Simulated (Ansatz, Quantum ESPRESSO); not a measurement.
# CsCaH3 (Pm-3m): third-order response, part 3 of 3

Wanted: vibrational spectra of CsCaH3 (Pm-3m) from linear and non-linear response.

Quantum ESPRESSO 8.0 development, patched; DFT LDA, scalar-relativistic, plane waves, PseudoDojo norm-conserving pseudopotentials.

So far, mean static dielectric tensor (ions relaxed, fixed cell): step 6 (zone-centre analysis) 9.94.

## Step 9: The same in Ansatz

A second program on the same cell, potentials, cutoff and meshes tests the implementation of the phonon response, not its convergence. Its field response is summed in its own way. Its k mesh is centred on Γ.

This step: DFT LDA, scalar-relativistic, plane waves, PseudoDojo norm-conserving pseudopotentials (Ansatz 0.2.0).

The input, input.yaml:

```yaml
crystal:
  lattice:
    - [4.467145132, 0.0, 0.0]
    - [0.0, 4.467145132, 0.0]
    - [0.0, 0.0, 4.467145132]
  atoms:
    - { symbol: Cs, position: [0.0, 0.0, 0.0] }
    - { symbol: Ca, position: [0.5, 0.5, 0.5] }
    - { symbol: H, position: [0.5, 0.0, 0.5] }
    - { symbol: H, position: [0.0, 0.5, 0.5] }
    - { symbol: H, position: [0.5, 0.5, 0.0] }
kpoints:
  mp_grid: { grid: [4, 4, 4] }
hamiltonian:
  xc: lda
  pseudopotentials: { kind: nc, accuracy: standard }
scf:
  occupations: { method: fixed }
output:
  eigenvalues: true
basis:
  ecutwfc: 1006.821
phonons:
  method: dfpt
  dielectric: true
  rigid_motions: translations
  raman: true
```

On the command line:

```sh
$ ansatz run input.yaml --threads 2 --pin off --max-ram 4096MiB --backend cpu --events-out ev --progress --plain --runs-dir out
```

The log of the run:

```text
Warning: basis.ecutwfc = 1006.821 eV is below the records' recommended 1006.821291 eV, and the density's cutoff is lower with it unless basis.ecutrho_ratio is high enough to keep the records' density cutoff: compare with a run at a higher cutoff
Engine: ansatz 0.2.0, x86_64-unknown-linux-gnu
Pseudopotentials: kind: nc
Pseudopotential: Cs, nc, valence charge 9, recommended cutoff 653.07327 eV (normal), Cs.nc.azcp (PseudoDojo's, or run here from an input of PseudoDojo's; its table is named by hamiltonian.pseudopotentials.accuracy)
Pseudopotential: Ca, nc, valence charge 10, recommended cutoff 979.609905 eV (normal), Ca.nc.azcp (PseudoDojo's, or run here from an input of PseudoDojo's; its table is named by hamiltonian.pseudopotentials.accuracy)
Pseudopotential: H, nc, valence charge 1, recommended cutoff 1006.821291 eV (normal), H.nc.azcp (PseudoDojo's, or run here from an input of PseudoDojo's; its table is named by hamiltonian.pseudopotentials.accuracy)
Functional definition: SPW92
  exchange = slater_x
  correlation = pw_c
Crystal: 5 atoms, lattice volume = 89.144 Å³
Basis set: ecut = 1006.821 eV, 6451 PW (Γ), exchange–correlation on 96×96×96 points (8 copies of the dense FFT grid, shifted against one another)
Bands: 16, of which v1, the nominal top of the filled ones, is band 11 counted from 1 (10 counted from 0)
Symmetry: 48 space group operations
k-points: 30 of 64 (irreducible under 2 space group operations, time reversal used)
Non-local potential: Cs, projectors of the file, l = 0: 2, l = 1: 2, l = 2: 2, l = 3: 2
Non-local potential: Ca, projectors of the file, l = 0: 2, l = 1: 2, l = 2: 2
Non-local potential: H, projectors of the file, l = 0: 2, l = 1: 1
Initial density: superposition of atomic densities (chi_scale 0.1, normalization cell, long waves kept (reshape's long-wave potential 0.00 eV rms))
Initial wavefunctions: pseudopotential atomic-orbital guess
Functional: x = slater, c = lda
SCF iter   1: F=—  HF=-1740.420328 eV  |F-HF|=—  |Δ(HF+E_count)|=         —  Δρ=5.29e-2  dr2=3.00e0  ethr=3.10e-3  ⟨swp⟩=7.0  Hψ=2900  notcnv=0  defer=62
preconditioner: auto → Resta (q_TF=auto, 2.161 Å⁻¹)  ε∞=3.3  [insulator: Δε(μ)=3.700 eV  Ē_g=9.037 eV  n_scr=18 (ndim 8)  ℏωp=13.6 eV  f_vac=0.000  ε∞_Penn≈3.3]
SCF iter   2: F=—  HF=-1739.525467 eV  |F-HF|=—  |Δ(HF+E_count)|=   8.95e-1  Δρ=2.21e-2  dr2=6.38e-1  ethr=3.10e-3  ⟨swp⟩=2.9  Hψ=964  notcnv=0  defer=68
SCF iter   3: F=—  HF=-1739.302111 eV  |F-HF|=—  |Δ(HF+E_count)|=   2.23e-1  Δρ=3.94e-3  dr2=1.04e-2  ethr=2.90e-3  ⟨swp⟩=2.9  Hψ=929  notcnv=0  defer=70
SCF iter   4: F=—  HF=-1739.302855 eV  |F-HF|=—  |Δ(HF+E_count)|=   7.44e-4  Δρ=8.67e-4  dr2=7.24e-4  ethr=4.72e-5  ⟨swp⟩=4.4  Hψ=869  notcnv=0  defer=78
SCF iter   5: F=—  HF=-1739.302646 eV  |F-HF|=—  |Δ(HF+E_count)|=   2.09e-4  Δρ=1.82e-4  dr2=2.75e-5  ethr=3.29e-6  ⟨swp⟩=3.7  Hψ=965  notcnv=0  defer=81
SCF iter   6: F=—  HF=-1739.302655 eV  |F-HF|=—  |Δ(HF+E_count)|=   8.54e-6  Δρ=3.42e-5  dr2=8.52e-7  ethr=1.25e-7  ⟨swp⟩=2.6  Hψ=783  notcnv=0  defer=77
SCF iter   7: F=—  HF=-1739.302740 eV  |F-HF|=—  |Δ(HF+E_count)|=   8.53e-5  Δρ=5.75e-6  dr2=2.73e-8  ethr=3.87e-9  ⟨swp⟩=2.3  Hψ=725  notcnv=0  defer=77
SCF iter   8: F=—  HF=-1739.302740 eV  |F-HF|=—  |Δ(HF+E_count)|=   1.47e-8  Δρ=8.33e-7  dr2=4.56e-10  ethr=1.24e-10  ⟨swp⟩=2.4  Hψ=767  notcnv=0  defer=77
SCF iter   9: F=-1739.302740 eV  HF=-1739.302740 eV  |F-HF|=8.19e-12  |Δ(HF+E_count)|=  2.70e-10  Δρ=1.46e-7  dr2=2.06e-11  ethr=1.00e-12  ⟨swp⟩=19.6  Hψ=5564  notcnv=0
SCF 1 converged in 9 iterations: F = -1739.302740 eV  dr2 = 2.06e-11
DFPT response loops at Γ: preconditioner auto → none (the input reference at scf.mixing.eps_inf says where Resta's filter doesn't serve); β = 0.50; Broyden in place of MSR1
── the response to a field inside a basis, on 8×8×8 k-points: an SCF that follows is theirs, and a resumed run solves both again ──
Bands: 12, of which v1, the nominal top of the filled ones, is band 11 counted from 1 (10 counted from 0)
k-points: 20 of 512
Initial density: handed on by an earlier stage of this run
Initial wavefunctions: pseudopotential atomic-orbital guess (no wavefunctions were taken with the density)
Eigensolver: Dense (20 Hₖ)
SCF iter   1: F=—  HF=-1739.299896 eV  |F-HF|=—  |Δ(HF+E_count)|=         —  Δρ=1.06e-4  dr2=1.77e-6  ethr=1.00e-1
preconditioner: auto → Resta (q_TF=auto, 2.161 Å⁻¹)  ε∞=3.9  [insulator: Δε(μ)=2.928 eV  Ē_g=7.957 eV  n_scr=18 (ndim 8)  ℏωp=13.6 eV  f_vac=0.000  ε∞_Penn≈3.9]
SCF iter   2: F=—  HF=-1739.299897 eV  |F-HF|=—  |Δ(HF+E_count)|=   1.42e-6  Δρ=5.61e-5  dr2=5.56e-7  ethr=8.03e-9
SCF iter   3: F=—  HF=-1739.299898 eV  |F-HF|=—  |Δ(HF+E_count)|=   5.73e-7  Δρ=2.95e-6  dr2=2.82e-9  ethr=2.53e-9
SCF iter   4: F=-1739.299898 eV  HF=-1739.299898 eV  |F-HF|=3.62e-11  |Δ(HF+E_count)|=   1.93e-9  Δρ=3.95e-7  dr2=5.02e-11  ethr=1.28e-11
SCF 1 converged in 4 iterations: F = -1739.299898 eV  dr2 = 5.02e-11
DFPT response loops at Γ: mixed as the last ones told, above
DFPT response loops at Γ: mixed as the last ones told, above
WARN: field response: ε∞ stands inside a basis, on 8×8×8 points; the force constants stand on the 4×4×4 k-mesh, whose period is 13.11 times the interband length at k = (0.0000, -0.5000, -0.5000), direct gap 2.667 eV, under 14: take them and everything formed from them as unconverged, and compare with a denser kpoints.mp_grid
SCF converged after 9 iterations
Free energy (F): -1739.302740 eV
Harris-Foulkes:  -1739.302740 eV  (|F-HF|=8.19e-12)
Internal energy: -1739.302740 eV  (E = F + TS)
E sigma→0 (E₀):  -1739.302740 eV
Fermi energy:    3.749859 eV
--- Per-component energies (eV) ---
  E_band       = -201.651823
  E_kinetic    = 546.170229
  E_local      = -1240.579431  (includes V_loc(G=0)·N_el)
  E_nonlocal   = 170.908199
  E_hartree    = 337.239376
  E_xc         = -413.358546
  E_vxc        = -352.629554  (∫ρ·V_xc dr)
  E_ewald      = -1139.682567
  E_smearing   = -0.000000  (= −TS)
  E_closure    = -0.000000  (closes the sum)
  Σ components = -1739.302740   (vs F -1739.302740, Δ=0.00e0)
--- Band table (eV; the first three rows and the last of 30) ---
  k-point 0: bands = [... 7 lower, -3.1275, 0.6538, 2.7749, 2.7749, 9.1731, 9.1731, 9.1731, 10.1068, ... 1 higher]
  k-point 1: bands = [... 7 lower, -3.1058, 1.3533, 2.9240, 3.0042, 8.9761, 8.9761, 9.0641, 9.3523, ... 1 higher]
  k-point 2: bands = [... 7 lower, -3.0838, 2.4813, 2.6985, 3.0936, 8.2931, 8.9665, 8.9665, 9.1671, ... 1 higher]
  k-point 29: bands = [... 7 lower, -3.5297, 2.9536, 2.9536, 2.9536, 8.3240, 8.3240, 8.3240, 8.8221, ... 1 higher]
--- Phonons (Γ-DFPT): 4 representative perturbations + reference, on 30 of 64 k-points (Σ response iterations 13) ---
  k mesh reduced under 2 symmetry operations, with k and −k counted as one. Each operation leaves every solved perturbation unchanged. A smaller set is not considered because the run solves the response to a homogeneous field
  ASR residual: 8.845e-5 → 0.000e0 eV/Å²; symmetrization residual: 2.899e-7 eV/Å²
  ASR residual per site (eV/Å²): 3.44e-5 5.12e-5 8.84e-5 8.84e-5 8.84e-5
  Γ frequencies (cm⁻¹): 0.00 0.00 0.00 117.31 117.31 117.31 432.42 432.42 432.42 460.89 460.89 460.89 1110.34 1110.34 1110.34
  ε∞ (high-frequency dielectric tensor):
        3.840984     0.000000     0.000000
        0.000000     3.840984     0.000000
        0.000000     0.000000     3.840984
  ε⁰ (static dielectric tensor: ions relaxed, cell fixed):
        9.829462    -0.000000     0.000000
       -0.000000     9.829462     0.000000
        0.000000     0.000000     9.829462
  ε⁰ − ε∞ (ionic part):
        5.988479    -0.000000     0.000000
       -0.000000     5.988479     0.000000
        0.000000     0.000000     5.988479
  softest optical mode at Γ: 117.31 cm⁻¹; the repairs (sum rule, projections) moved no ω² at Γ by more than (5.00 cm⁻¹)²
  Born effective charges Z* (e; rows j = field, columns β = displacement):
    site 0:
         1.09251    0.00000    0.00000
        -0.00000    1.09251    0.00000
         0.00000    0.00000    1.09251
    site 1:
         1.92534   -0.00000    0.00000
         0.00000    1.92534    0.00000
         0.00000    0.00000    1.92534
    site 2:
        -0.96124    0.00000    0.00000
         0.00000   -1.09537    0.00000
         0.00000    0.00000   -0.96124
    site 3:
        -1.09537   -0.00000    0.00000
         0.00000   -0.96124    0.00000
         0.00000    0.00000   -0.96124
    site 4:
        -0.96124   -0.00000    0.00000
         0.00000   -0.96124    0.00000
         0.00000    0.00000   -1.09537
  Z* charge neutrality: 3.656e-5 e pre-enforcement
  solved inside a basis spanned on kpoints, on 8×8×8 k-points: ε∞ is read to err by 9.2e-3, Z* by 1.1e-2 e (field_mesh: kpoints solves on kpoints); Z* is corrected for what the basis lacks
  Raman tensors (in the event stream and the table raman_tensors.tsv): an entry may err by 2.3e-3 Å², one of the second-order susceptibility by 3.9e-19 pm/V (basis, points and sum rule); their sum over the sites missed zero by 6.932e-20 Å² ahead of its enforcement
  optical modes at Γ without the LO–TO term, one row a degenerate level:
      ω (cm⁻¹)  modes    IR ((D/Å)²/amu)  static Raman (Å⁴/amu)  depolarisation
        117.31      3             0.1956                 0.0000               —
        432.42      3             0.0000                 0.0000               —
        460.89      3           144.0738                 0.0000               —
       1110.34      3            72.0245                 0.0000               —
  optical modes at Γ + LO–TO along q̂ = [1.0000, 0.0000, 0.0000]:
      ω (cm⁻¹)  modes    IR ((D/Å)²/amu)  static Raman (Å⁴/amu)  depolarisation
        117.31      2             0.1304                 0.0000               —
        117.96      1             0.0094                 0.0000               —
        432.42      3             0.0000                 0.0000               —
        460.89      2            96.0492                 0.0000               —
        680.51      1            32.0109                 0.0000               —
       1110.34      2            48.0163                 0.0000               —
       1196.30      1            40.0776                 0.0000               —
  optical modes at Γ + LO–TO along q̂ = [0.0000, 1.0000, 0.0000]:
      ω (cm⁻¹)  modes    IR ((D/Å)²/amu)  static Raman (Å⁴/amu)  depolarisation
        117.31      2             0.1304                 0.0000               —
        117.96      1             0.0094                 0.0000               —
        432.42      3             0.0000                 0.0000               —
        460.89      2            96.0492                 0.0000               —
        680.51      1            32.0109                 0.0000               —
       1110.34      2            48.0163                 0.0000               —
       1196.30      1            40.0776                 0.0000               —
  optical modes at Γ + LO–TO along q̂ = [0.0000, 0.0000, 1.0000]:
      ω (cm⁻¹)  modes    IR ((D/Å)²/amu)  static Raman (Å⁴/amu)  depolarisation
        117.31      2             0.1304                 0.0000               —
        117.96      1             0.0094                 0.0000               —
        432.42      3             0.0000                 0.0000               —
        460.89      2            96.0492                 0.0000               —
        680.51      1            32.0109                 0.0000               —
       1110.34      2            48.0163                 0.0000               —
       1196.30      1            40.0776                 0.0000               —
```

The job ended after 2.4 min (2 threads of Intel Xeon Platinum 8488C (Sapphire Rapids), shared host; peak memory 1.2 GiB).

This step gave:

- sum-rule residual before enforcement: 8.84e-5 eV/Å²
- miss of the charge sum rule: 3.66e-5 e
- estimated error of the dielectric tensor: 0.009163
- estimated error of the Born charges: 0.01095 e
- mean high-frequency dielectric constant: 3.841
- largest Born charge in size (third of the trace): 1.925 e
- mean static dielectric constant: 9.829

Transverse modes. Infrared lines, with heights relative to the strongest:

```
position (cm⁻¹)  label  IR intensity ((D/Å)²/amu), degenerate modes summed, relative
            117    T1u                                                           0.1
            432    T2u                                                           0.0
            461    T1u                                                           100
           1110    T1u                                                            50
```

The log warns that the force constants on this k mesh are to be taken as unconverged.

## Step 10: The two compared: QE PseudoDojo and Ansatz, PseudoDojo

Worked out from the results:

```
root-mean-square difference : 0.03 cm⁻¹
largest difference          : 0.05 cm⁻¹
```

The two runs side by side. Further quantities:

```
                                                                               quantity  QE PseudoDojo  Ansatz, PseudoDojo
                                                                                mean ε∞          3.888               3.841
largest Born charge in size (e; the first before, the second after the charge sum rule)           1.93               1.925
                                                       summed IR intensity ((D/Å)²/amu)          218.2               216.3
```

At the zone centre the largest difference (acoustic modes at Γ apart) is 0.005 % of the highest mode.

## Step 11: Results

```json
{"space group after relaxation": "Pm-3m", "volume per atom": "17.8 Å³", "gap on the k-mesh": "2.67 eV", "highest optical zone-centre mode (no LO-TO term)": "1110 cm⁻¹", "lowest optical zone-centre mode": "117.3 cm⁻¹", "highest mode moved by the LO-TO term": "1196 cm⁻¹", "mean high-frequency dielectric constant": "3.89", "largest Born charge in size (third of the trace)": "1.93 e", "mean static dielectric constant": "9.94", "imaginary optical modes at the zone centre (no q mesh in this session)": "none", "largest difference from Ansatz, PseudoDojo": "0.05 cm⁻¹"}
```

**Reading.** No mode is Raman active in this structure; the strongest infrared line lies at 461 cm⁻¹. At the LDA level the optical modes of CsCaH3 (Pm-3m) at the zone centre (no LO-TO term) run from 117 to 1110 cm⁻¹. Along the directions run, the highest mode that the macroscopic field moves lies at 1196 cm⁻¹. Lattice motion raises the mean dielectric constant from 3.888 to 9.941. Of the 12 optical modes, 9 are infrared active alone and 3 are silent. QE PseudoDojo and Ansatz, PseudoDojo agree to 0.05 cm⁻¹ (0.005 % of the highest mode compared) on all solved modes but the acoustic ones at Γ, without the LO-TO term. These are harmonic frequencies at zero temperature: anharmonic shifts and linewidths and thermal expansion are left out. Spin-orbit coupling is left out, which can matter for the heavy elements here. Ansatz's log warns that force constants on this k mesh are to be taken as unconverged, an error that the frequencies of both programs share. The build is a development version in which the Raman tensors of release 7.5 are mended; dynmat.x leaves out the electro-optic term of LO lines. The structure comes from a database and need not be the phase that is stable at ambient conditions.

[Host names and launcher messages were left out of these logs when they were recorded.]

[Logs are printed without paths, hosts, clocks, repeated set-up lines and the standing remarks that a program may print on its own settings, such as how far it seeks lower states.]

[Hosts, paths, dates, database ids (printed as entryN), source tags and the programs' standing remarks are cut or masked in the printed files.]
